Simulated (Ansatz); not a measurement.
# A hypothetical structure for ZnSnPb2, part 2 of 2

Starting from a made-up structure for ZnSnPb2, the aim is the relaxed cell, its shortest contacts and, where a second run follows, its electronic structure.

Ansatz 0.2.0; DFT, PBE, plane-wave PAW, files of the set soft_1, scalar-relativistic, no spin, cell and ions relaxed at zero pressure; PAW set soft_1 (the session's first sound run).

So far: Starting point; Relaxing cell and atoms. The relaxed cell has a = 4.838, c = 9.302 Å (conventional setting).

### Step 3. Electronic structure of the relaxed cell

With the geometry fixed, one more self-consistent run, with a narrower smearing and the mesh shown in its input, gives the bands, and its pressure, and its forces where symmetry allows any, show how far the geometry depends on these settings.

This step: DFT, PBE, plane-wave PAW, files of the set soft_1, scalar-relativistic, no spin, bands and density of states at the relaxed cell; PAW set soft_1 (Ansatz 0.2.0).

File input.yaml:

```yaml
crystal:
  lattice:
    - [4.8379602848, 0.0, 0.0]
    - [0.0, 4.8379602848, 0.0]
    - [0.0, 0.0, 9.3022505936]
  atoms:
    - { symbol: Pb, position: [0.5, 0.0, 0.7210974431] }
    - { symbol: Pb, position: [0.0, 0.5, 0.2789025569] }
    - { symbol: Pb, position: [0.0, 0.0, 0.0] }
    - { symbol: Pb, position: [0.5, 0.5, 0.0] }
    - { symbol: Sn, position: [0.5, 0.0, 0.2929626159] }
    - { symbol: Sn, position: [0.0, 0.5, 0.7070373841] }
    - { symbol: Zn, position: [0.0, 0.0, 0.5] }
    - { symbol: Zn, position: [0.5, 0.5, 0.5] }
kpoints:
  mp_grid: { grid: [6, 6, 4] }
  band_path:
    path:
      - [[0.0, 0.0, 0.0], [0.0, 0.5, 0.0], [0.5, 0.5, 0.0], [0.0, 0.0, 0.0], [0.0, 0.0, 0.5], [0.0, 0.5, 0.5], [0.5, 0.5, 0.5], [0.0, 0.0, 0.5]]
      - [[0.0, 0.5, 0.0], [0.0, 0.5, 0.5]]
      - [[0.5, 0.5, 0.0], [0.5, 0.5, 0.5]]
    npoints: 8
scf:
  occupations: { method: fermi_dirac, width: 0.03 }
  n_extra_bands: 12
hamiltonian:
  xc: pbe
  pseudopotentials: { kind: paw, azcp: { folder: soft_1 } }
output:
  forces: true
  stress: true
  write_bands: true
  dos: { projected: true }
  write_density: true
  write_potential: true
  elf: true
  volumetric_format: npy
```

Run with:

```console
ansatz run input.yaml --threads 4 --pin off --max-ram 10240MiB --backend cpu --events-out ev --progress --plain --runs-dir out
```

Numbers of over 12 decimals in the logs are rounded to 6 here.

Log:

```text
[...]
Crystal: 8 atoms, lattice volume = 217.727 Å³
Basis set: ecut = 420 eV, 4275 PW (Γ), exchange–correlation on 72×72×128 points (8 copies of the dense FFT grid, shifted against one another)
Bands: 66, of which v1, the nominal top of the filled ones, is band 54 counted from 1 (53 counted from 0)
Symmetry: 16 space group operations
[...]
k-points: 30 of 144
[...]
SCF iter   1: F=—  HF=-66329.229034 eV  |F-HF|=—  |Δ(HF+E_count)|=         —  Δρ=5.34e-2  dr2=6.04e1  ethr=3.10e-3  ⟨swp⟩=8.2  Hψ=9564  notcnv=0  defer=12
[...]
SCF iter  11: F=-66321.250006 eV  HF=-66321.250006 eV  |F-HF|=1.76e-8  |Δ(HF+E_count)|=   2.67e-8  Δρ=2.96e-6  dr2=3.66e-8  ethr=9.26e-11  ⟨swp⟩=18.0  Hψ=16268  notcnv=0
SCF 1 converged in 11 iterations: F = -66321.250006 eV  dr2 = 3.66e-8
[...]
NSCF: frozen V_eff on 75 k-points
SCF converged after 11 iterations
Free energy (F): -66321.250006 eV
[...]
Internal energy: -66321.237736 eV  (E = F + TS)
E sigma→0 (E₀):  -66321.243871 eV
Entropy (-TS):   -0.012270 eV (-1.534 meV/atom)
Fermi energy:    10.304327 eV
[...]
--- Forces (eV/Å), atoms counted from 1 ---
  atom   1  Pb     0.00000000     0.00000000     0.02274891
  atom   2  Pb     0.00000000     0.00000000    -0.02274891
  atom   3  Pb     0.00000000     0.00000000     0.00000000
  atom   4  Pb     0.00000000     0.00000000     0.00000000
  atom   5  Sn     0.00000000     0.00000000    -0.01970455
  atom   6  Sn     0.00000000     0.00000000     0.01970455
  atom   7  Zn    -0.00000000     0.00000000     0.00000000
  atom   8  Zn     0.00000000     0.00000000    -0.00000000
  max |Σ_I F_I| component: 1.04e-17 eV/Å
--- Stress (GPa, compression-positive) ---
        0.045539       0.000000       0.000000
        0.000000       0.045539       0.000000
        0.000000       0.000000      -0.071388
  P = ⅓ Tr σ = 0.0066 GPa (0.066 kbar)
--- Band table (eV; the first three rows and the last of 30) ---
  k-point 0: bands = [... 50 lower, 9.1323, 9.1336, 9.1336, 9.5267, 9.5267, 10.7035, 11.0586, 12.8925, ... 8 higher]
  k-point 1: bands = [... 50 lower, 8.4802, 9.0805, 9.1384, 10.2461, 10.2461, 10.9011, 11.3411, 12.6397, ... 8 higher]
  k-point 2: bands = [... 50 lower, 7.8619, 9.0342, 10.7152, 10.7479, 10.7479, 11.2441, 11.3226, 11.7927, ... 8 higher]
  k-point 29: bands = [... 50 lower, 7.4563, 7.4563, 8.4499, 8.4499, 9.1670, 9.1670, 13.8918, 13.8918, ... 8 higher]
```

The job ended after 9.7 s (4 threads of INTEL XEON PLATINUM 8581C at 2.30GHz (Emerald Rapids), shared host; peak memory 1.1 GiB; 37 s of CPU time).

The column dr2 measures how far the density is from self-consistency, as an energy; F and HF (Harris–Foulkes) agree once it is small.

Numbers from this step:

* free energy: -66321.2500 eV
* energy at zero smearing: -66321.2439 eV
* smearing term TS: 0.01227 eV
* Fermi energy: 10.30 eV
* pressure: 0.006563 GPa

From bands.tsv, the bands that come nearest the Fermi level along the path, at its corners, in eV from the Fermi level:

| point | band 51 | band 52 | band 53 | band 54 | band 55 | band 56 | band 57 | band 58 |
| --- | --- | --- | --- | --- | --- | --- | --- | --- |
| Γ | -1.17 | -1.17 | -1.17 | -0.78 | -0.78 | 0.40 | 0.75 | 2.59 |
| X | -0.86 | -0.86 | -0.18 | -0.18 | 0.06 | 0.06 | 0.62 | 0.62 |
| M | -3.85 | -3.85 | 0.28 | 0.28 | 1.16 | 1.16 | 1.18 | 1.18 |
| Γ | -1.17 | -1.17 | -1.17 | -0.78 | -0.78 | 0.40 | 0.75 | 2.59 |
| Z | -2.44 | -1.27 | 0.41 | 0.44 | 0.44 | 0.94 | 1.02 | 1.49 |
| R | -0.86 | -0.86 | -0.58 | -0.58 | -0.51 | -0.51 | 1.25 | 1.25 |
| A | -2.85 | -2.85 | -1.85 | -1.85 | -1.14 | -1.14 | 3.59 | 3.59 |
| Z | -2.44 | -1.27 | 0.41 | 0.44 | 0.44 | 0.94 | 1.02 | 1.49 |
| X | -0.86 | -0.86 | -0.18 | -0.18 | 0.06 | 0.06 | 0.62 | 0.62 |
| R | -0.86 | -0.86 | -0.58 | -0.58 | -0.51 | -0.51 | 1.25 | 1.25 |
| M | -3.85 | -3.85 | 0.28 | 0.28 | 1.16 | 1.16 | 1.18 | 1.18 |
| A | -2.85 | -2.85 | -1.85 | -1.85 | -1.14 | -1.14 | 3.59 | 3.59 |

Counts of states for the cell as run, both spins, by energy window (eV from the Fermi level):

```
from  to  total
  -8  -7  17.40
  -7  -6   6.81
  -6  -5   0.55
  -5  -4   1.57
  -4  -3   2.99
  -3  -2   3.45
  -2  -1   4.32
  -1   0   3.53
   0   1   4.53
   1   2   4.42
   2   3   4.96
```

A further 67.2 states lie below the table's range.

Valence density in the ac plane at fractional y = 0.000, with atoms of Pb and Sn and Zn within 0.2 Å of it. It is the smooth field of the valence electrons, not physical close to the nuclei.

Values in e/Å³, 24 rows by 14 columns, each cell a mean:
```
 6  4  2  0  0  0  0  0  0  0  0  1  3  5
 3  2  1  0  0  0  0  0  0  0  0  0  1  2
 1  0  0  0  0  0  0  0  0  0  0  0  0  0
 0  0  0  0  0  0  0  0  0  0  0  0  0  0
 0  0  0  0  0  1  2  2  1  1  0  0  0  0
 0  0  0  0  1  2  5  5  4  1  0  0  0  0
 0  0  0  0  1  3  6  7  5  2  0  0  0  0
 0  0  0  0  1  2  4  5  3  1  0  0  0  0
 0  0  0  0  0  1  1  2  1  0  0  0  0  0
 1  0  0  0  0  0  0  0  0  0  0  0  0  0
 6  2  1  0  0  0  0  0  0  0  0  0  1  4
31  8  1  0  0  0  0  0  0  0  0  0  2 17
18  5  1  0  0  0  0  0  0  0  0  0  2 10
 2  1  0  0  0  0  0  0  0  0  0  0  0  1
 0  0  0  0  0  0  1  1  1  0  0  0  0  0
 0  0  0  0  0  2  5  6  3  1  0  0  0  0
 0  0  0  0  1  4  9 11  7  2  0  0  0  0
 0  0  0  0  0  3  7  9  5  1  0  0  0  0
 0  0  0  0  0  1  2  3  1  0  0  0  0  0
 0  0  0  0  0  0  0  0  0  0  0  0  0  0
 0  0  0  0  0  0  0  0  0  0  0  0  0  0
 1  1  0  0  0  0  0  0  0  0  0  0  1  1
 4  3  1  0  0  0  0  0  0  0  0  1  2  4
 8  5  2  0  0  0  0  0  0  0  0  1  3  6
```
Columns run along a (4.8 Å), rows up along c (9.3 Å). Atoms in or near the plane, at fractional coordinates: Pb at (0.50, 0.72), Pb at (0.00, 0.00), Sn at (0.50, 0.29), Zn at (0.00, 0.50).

ELF in the ac plane at fractional y = 0.000, with atoms of Pb and Sn and Zn within 0.2 Å of it. It is the smooth field of the valence electrons, not physical close to the nuclei.

Ten even steps from '0' (0.00) to '9' (0.43), each cell a mean:
```
04986322357972
79975433346898
98754566545689
65446788875456
33358998997433
22479831598532
23479600298632
44569832598544
55557999986555
44555678765544
02455444445431
00345433345420
01356555555420
23467777777543
45688766778755
56787521368865
34687300058853
23687400168742
23588754688632
44468988897544
77655789865567
99864444445799
37986322347995
02996322257960
```
Columns run along a (4.8 Å), rows up along c (9.3 Å). Atoms in or near the plane, at fractional coordinates: Pb at (0.50, 0.72), Pb at (0.00, 0.00), Sn at (0.50, 0.29), Zn at (0.00, 0.50).

Electrostatic potential energy in the ac plane at fractional y = 0.000, with atoms of Pb and Sn and Zn within 0.2 Å of it. With pseudopotentials it is smooth inside the atoms' cores, unlike the true potential.

Ten even steps from '_' (-33 eV) to '@' (13 eV), each cell a mean:
```
..__::##@@@@@@@@@@@@%%++____
__..++%%@@@@@@@@@@@@@@##--..
**##%%@@@@@@@@@@@@@@@@@@%%**
@@@@@@@@@@%%######%%@@@@@@@@
@@@@@@@@%%==....::**%%@@@@@@
@@@@@@%%++____..__::##@@@@@@
@@@@@@%%==__....__..##@@@@@@
@@@@@@%%**..______--##@@@@@@
@@@@@@@@%%++::::--**%%@@@@@@
++##%%@@@@%%####%%%%@@@@%%**
__..**@@@@@@@@@@@@@@@@%%==__
____--%%@@@@@@@@@@@@@@##..__
____==%%@@@@@@@@@@@@@@##::__
::==##@@@@%%%%%%%%@@@@%%**--
%%%%@@@@%%**====++##@@@@@@%%
@@@@@@@@**--++**====%%@@@@@@
@@@@@@%%++==@@@@##--##@@@@@@
@@@@@@%%**--##@@++--##@@@@@@
@@@@@@@@%%==------**%%@@@@@@
@@@@@@@@@@%%##**##%%@@@@@@@@
%%%%@@@@@@@@@@@@@@@@@@@@%%%%
--==##@@@@@@@@@@@@@@@@%%**--
____--##@@@@@@@@@@@@%%**..__
::__..**@@@@@@@@@@@@%%==__..
```
Columns run along a (4.8 Å; values clipped at the 3rd and 97th percentile), rows up along c (9.3 Å). Atoms in or near the plane, at fractional coordinates: Pb at (0.50, 0.72), Pb at (0.00, 0.00), Sn at (0.50, 0.29), Zn at (0.00, 0.50).

### Step 4. What came out

```yaml
space_group_relaxed: P4/nmm
conventional_cell: a = 4.838, b = 4.838, c = 9.302 Å; α = 90.0°, β = 90.0°, γ = 90.0°
volume_per_atom: 27.22 Å³ (guess 25.01)
```

**Reading.** ZnSnPb2 relaxes to P4/nmm with a = 4.838, b = 4.838 and c = 9.302 Å. The guessed volume was 8 % too small. The space group P4/nmm was held in the relaxation, so the end point is a stationary structure within it and may be a saddle against distortions or other arrangements. Bands cross the Fermi level, so it is a metal or semimetal at this level. On the 6×6×4 mesh with the narrower smearing (relaxed on 6×6×3) the largest force component is 0.023 eV/Å and the largest stress component is 0.071 GPa, against the relaxation's thresholds of 0.015 eV/Å and 0.05 GPa. The cutoff wasn't tested. A vector of the cell changed its length by 13 %, more than the volume shows. Spin-orbit coupling is left out, which can matter for elements this heavy. No dispersion term is used, so weakly bound directions may come out too long. Nothing here tests whether the compound is stable against decomposition.

[Logs are printed without paths, hosts, clocks, repeated set-up lines and the standing remarks that a program may print on its own settings, such as how far it seeks lower states.]

[Hosts, paths, dates, database ids (printed as entryN), source tags and the programs' standing remarks are cut or masked in the printed files.]
